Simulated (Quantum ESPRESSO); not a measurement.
## VBr3: spin-resolved density of states

Wanted: the exchange-split electronic structure of VBr3.

Method: LDA with U = 3.2 eV on V d (ortho-atomic projectors); plane waves with GBRV 1.5 LDA potentials, no spin-orbit coupling, in Quantum ESPRESSO 7.5.

## (1) Starting point

The structure is hexagonal, space group P6_3/mmc (No. 194). The conventional cell has a = 9.943 Å, b = 9.943 Å, c = 3.363 Å, α = 90.00°, β = 90.00°, γ = 120.00°. V has 6 Br at 2.56 Å nearest. Nearest to Br lie 2 V at 2.56 Å. Farther neighbours and most contacts between anions are not listed.

The cell comes from Materials Project 2023-11-01, a database of computed structures, and need not be the stable phase.

## (2) Ground-state run

This state came out lowest in a comparison of starts that is told elsewhere.

File pw.in:

```
&CONTROL
  calculation = 'scf'
  prefix = 'pwscf'
  outdir = './tmp'
  pseudo_dir = './pseudo'
  disk_io = 'low'
/
&SYSTEM
  ibrav = 0
  celldm(1) = 8
  nat = 8
  ntyp = 2
  ecutwfc = 40
  ecutrho = 280
  nbnd = 52
  occupations = 'smearing'
  smearing = 'fd'
  degauss = 0.00367493
  nspin = 2
  starting_magnetization(1) = 0.1538
  starting_magnetization(2) = 0
/
&ELECTRONS
  conv_thr = 1.6d-08
  electron_maxstep = 150
  mixing_beta = 0.3
/
ATOMIC_SPECIES
V      50.9415 v_lda_v1.4.uspp.F.UPF
Br     79.9040 br_lda_v1.4.uspp.F.UPF
CELL_PARAMETERS alat
   2.3486186182634    0.0000000000000    0.0000000000000
  -1.1743093091435    2.0339633872145    0.0000000000000
   0.0000000000000    0.0000000000000    0.7945105464435
ATOMIC_POSITIONS crystal
V       0.6666666700    0.3333333300    0.2500000000
V       0.3333333300    0.6666666700    0.7500000000
Br      0.4419500000    0.2209750000    0.7500000000
Br      0.7790250000    0.2209750000    0.7500000000
Br      0.7790250000    0.5580500000    0.7500000000
Br      0.5580500000    0.7790250000    0.2500000000
Br      0.2209750000    0.7790250000    0.2500000000
Br      0.2209750000    0.4419500000    0.2500000000
K_POINTS automatic
6 6 6 0 0 0
HUBBARD {ortho-atomic}
U V-3d 3.2000
```

Launch:

```console
OMP_NUM_THREADS=1 mpirun -n 4 pw.x -nk 4 -in pw.in > pw.out
```

The log of the run:

```text
Program PWSCF v.7.5 starts

     Message from routine setup:
     using ibrav=0 with symmetry is DISCOURAGED, use correct ibrav instead

     K-points division:     npool     =       4
     Subspace diagonalization in iterative solution of the eigenvalue problem:

     bravais-lattice index     =            0
     lattice parameter (alat)  =       8.0000  a.u.
     unit-cell volume          =    1943.2347 (a.u.)^3
     number of atoms/cell      =            8
     number of atomic types    =            2
     number of electrons       =        68.00
     number of Kohn-Sham states=           52
     kinetic-energy cutoff     =      40.0000  Ry
     charge density cutoff     =     280.0000  Ry
     scf convergence threshold =      1.6E-08
     mixing beta               =       0.3000
     number of iterations used =            8  plain     mixing
     Exchange-correlation=  SLA  PZ   NOGX NOGC
                           (   1   1   0   0   0   0   0)
     Hubbard projectors: ortho-atomic
     Hubbard parameters of DFT+U (Dudarev formulation) in eV:
     U(V-3d) =  3.2000

     Internal variables: lda_plus_u =T, lda_plus_u_kind = 0

     Internal variables: orbital_resolved =F, hub_pot_fix =F, apply_U = F

     celldm(1)=   8.000000  celldm(2)=   0.000000  celldm(3)=   0.000000
     celldm(4)=   0.000000  celldm(5)=   0.000000  celldm(6)=   0.000000

     crystal axes: (cart. coord. in units of alat)
               a(1) = (   2.348619   0.000000   0.000000 )
               a(2) = (  -1.174309   2.033963   0.000000 )
               a(3) = (   0.000000   0.000000   0.794511 )

     reciprocal axes: (cart. coord. in units 2 pi/alat)
               b(1) = (  0.425782  0.245825 -0.000000 )
               b(2) = (  0.000000  0.491651  0.000000 )
               b(3) = (  0.000000 -0.000000  1.258637 )

     PseudoPot. # 1 for V  read from file:
     v_lda_v1.4.uspp.F.UPF
     Pseudo is Ultrasoft + core correction, Zval = 13.0

     PseudoPot. # 2 for Br read from file:
     br_lda_v1.4.uspp.F.UPF
     Pseudo is Ultrasoft + core correction, Zval =  7.0

     atomic species   valence    mass     pseudopotential
     V                13.00    50.94150     V ( 1.00)
     Br                7.00    79.90400     Br( 1.00)

     Starting magnetic structure
     atomic species   magnetization
     V               0.154
     Br              0.000

     24 Sym. Ops., with inversion, found (12 have fractional translation)

   Cartesian axes

     site n.     atom                  positions (alat units)
         1        V      tau(   1) = (   1.1743093   0.6779878   0.1986276  )
         2        V      tau(   2) = (  -0.0000000   1.3559756   0.5958829  )
         3        Br     tau(   3) = (   0.7784790   0.4494551   0.5958829  )
         4        Br     tau(   4) = (   1.5701396   0.4494551   0.5958829  )
         5        Br     tau(   5) = (   1.1743093   1.1350533   0.5958829  )
         6        Br     tau(   6) = (   0.3958303   1.5845083   0.1986276  )
         7        Br     tau(   7) = (  -0.3958303   1.5845083   0.1986276  )
         8        Br     tau(   8) = (  -0.0000000   0.8989101   0.1986276  )

     number of k points=    28  Fermi-Dirac smearing, width (Ry)=  0.0037
                       cart. coord. in units 2pi/alat
        k(    1) = (   0.0000000   0.0000000   0.0000000), wk =   0.0046296
        k(    2) = (   0.0000000   0.0000000   0.2097728), wk =   0.0092593
        k(    3) = (   0.0000000   0.0000000   0.4195455), wk =   0.0092593
        k(    4) = (   0.0000000   0.0000000  -0.6293183), wk =   0.0046296
        k(    5) = (   0.0000000   0.0819418   0.0000000), wk =   0.0277778
        [... 23 further k-points ...]

     Dense  grid:   153717 G-vectors     FFT dimensions: ( 108, 108,  36)

     Smooth grid:    66433 G-vectors     FFT dimensions: (  75,  75,  30)

     Generating pointlists ...
     new r_m :   0.2498 (alat units)  1.9984 (a.u.) for type    1
     new r_m :   0.2498 (alat units)  1.9984 (a.u.) for type    2

     Initial potential from superposition of free atoms

     starting charge      67.9978, renormalised to      68.0000

     negative rho (up, down):  8.294E-04 6.063E-04

     STARTING HUBBARD OCCUPATIONS:

     =================== HUBBARD OCCUPATIONS ===================
     ------------------------ ATOM    1 ------------------------
     Tr[ns(  1)] (up, down, total) =   3.00000  0.00000  3.00000
     Atomic magnetic moment for atom   1 =   3.00000
     [... lines left out ...]
     ------------------------ ATOM    2 ------------------------
     Tr[ns(  2)] (up, down, total) =   3.00000  0.00000  3.00000
     Atomic magnetic moment for atom   2 =   3.00000
     [... lines left out ...]
     Number of occupied Hubbard levels =    6.0000

     Atomic wfc used for Hubbard projectors are orthogonalized

     Starting wfcs are   44 randomized atomic wfcs +    8 random wfcs

     Self-consistent Calculation

     iteration #  1     ecut=    40.00 Ry     beta= 0.30
     Davidson diagonalization with overlap
     ethr =  1.00E-02,  avg # of iterations =  6.2

     =================== HUBBARD OCCUPATIONS ===================
     ------------------------ ATOM    1 ------------------------
     Tr[ns(  1)] (up, down, total) =   3.03753  0.53399  3.57152
     Atomic magnetic moment for atom   1 =   2.50354
     [... lines left out ...]
     ------------------------ ATOM    2 ------------------------
     Tr[ns(  2)] (up, down, total) =   3.03753  0.53399  3.57152
     Atomic magnetic moment for atom   2 =   2.50354
     [... lines left out ...]
     Number of occupied Hubbard levels =    7.1430

     Threshold (ethr) on eigenvalues was too large:
     Diagonalizing with lowered threshold

     Davidson diagonalization with overlap
     ethr =  1.54E-04,  avg # of iterations =  5.9

     negative rho (up, down):  4.436E-04 1.029E-03

     total energy              =    -569.50015195 Ry
     estimated scf accuracy    <       0.11123830 Ry

     total magnetization       =     4.00 Bohr mag/cell
     absolute magnetization    =     5.88 Bohr mag/cell

     iteration #  2     ecut=    40.00 Ry     beta= 0.30
     Davidson diagonalization with overlap
     ethr =  1.64E-04,  avg # of iterations =  1.9

     negative rho (up, down):  9.063E-05 1.421E-03

     total energy              =    -569.52040367 Ry
     estimated scf accuracy    <       0.04158397 Ry

     total magnetization       =     4.00 Bohr mag/cell
     absolute magnetization    =     5.47 Bohr mag/cell

     [... further iterations left out ...]

     iteration # 10     ecut=    40.00 Ry     beta= 0.30
     Davidson diagonalization with overlap
     ethr =  3.51E-10,  avg # of iterations =  2.0

     negative rho (up, down):  0.000E+00 2.287E-03

     total energy              =    -569.53106894 Ry
     estimated scf accuracy    <       0.00000016 Ry

     total magnetization       =     4.00 Bohr mag/cell
     absolute magnetization    =     5.74 Bohr mag/cell

     iteration # 11     ecut=    40.00 Ry     beta= 0.30
     Davidson diagonalization with overlap
     ethr =  2.40E-10,  avg # of iterations =  2.2

     negative rho (up, down):  0.000E+00 2.286E-03

     Magnetic moment per site  (integrated on atomic sphere of radius R)
     atom   1 (R=0.250)  charge= 10.9731  magn=  2.0811
     atom   2 (R=0.250)  charge= 10.9731  magn=  2.0811
     atom   3 (R=0.250)  charge=  4.8844  magn= -0.1117
     atom   4 (R=0.250)  charge=  4.8844  magn= -0.1117
     atom   5 (R=0.250)  charge=  4.8844  magn= -0.1117
     atom   6 (R=0.250)  charge=  4.8844  magn= -0.1117
     atom   7 (R=0.250)  charge=  4.8844  magn= -0.1117
     atom   8 (R=0.250)  charge=  4.8844  magn= -0.1117

     End of self-consistent calculation

     =================== HUBBARD OCCUPATIONS ===================
     ------------------------ ATOM    1 ------------------------
     Tr[ns(  1)] (up, down, total) =   3.00312  0.58067  3.58380
     Atomic magnetic moment for atom   1 =   2.42245
     [... lines left out ...]
     ------------------------ ATOM    2 ------------------------
     Tr[ns(  2)] (up, down, total) =   3.00312  0.58067  3.58380
     Atomic magnetic moment for atom   2 =   2.42245
     [... lines left out ...]
     Number of occupied Hubbard levels =    7.1676

     [... lines left out ...]
     the Fermi energy is     1.7794 ev

!    total energy              =    -569.53106899 Ry
     estimated scf accuracy    <       0.00000001 Ry
     smearing contrib. (-TS)   =      -0.00336287 Ry
     internal energy E=F+TS    =    -569.52770613 Ry

     The total energy is F=E-TS. E is the sum of the following terms:
     one-electron contribution =    -437.03131999 Ry
     hartree contribution      =     233.19815333 Ry
     xc contribution           =    -193.65346319 Ry
     ewald contribution        =    -172.35967052 Ry
     Hubbard energy            =       0.31859424 Ry

     total magnetization       =     4.00 Bohr mag/cell
     absolute magnetization    =     5.74 Bohr mag/cell

     convergence has been achieved in  11 iterations

=------------------------------------------------------------------------------=
   JOB DONE.
=------------------------------------------------------------------------------=
```

The job ended after 2.5 min (4 MPI ranks of Arm Neoverse V2, shared host; peak memory 1.5 GiB).

Spin moment in the atom's sphere by atom:

| atom | spin moment in the atom's sphere (μB) |
| --- | --- |
| V1 | 2.08 |
| V2 | 2.08 |
| Br3 | -0.11 |
| Br4 | -0.11 |
| Br5 | -0.11 |
| Br6 | -0.11 |
| Br7 | -0.11 |
| Br8 | -0.11 |

Numbers from this step:

| Item | Value |
| --- | --- |
| smearing term TS | 0.04575 eV |
| magnetization | 4 μB |
| absolute magnetization | 5.735 μB |
| final state | ferromagnetic |

[end of part 1 of 2]

[Logs and program files are shortened in this print: banners, set-up blocks, solver, clock and traceback lines can be left out without a mark of their own.]

[Logs are printed without paths, hosts, clocks, repeated set-up lines and the standing remarks that a program may print on its own settings, such as how far it seeks lower states.]

[Hosts, paths, dates, database ids (printed as entryN), source tags and the programs' standing remarks are cut or masked in the printed files.]

[Where a cell is said to come from a database of computed structures, the database is the Materials Project.]
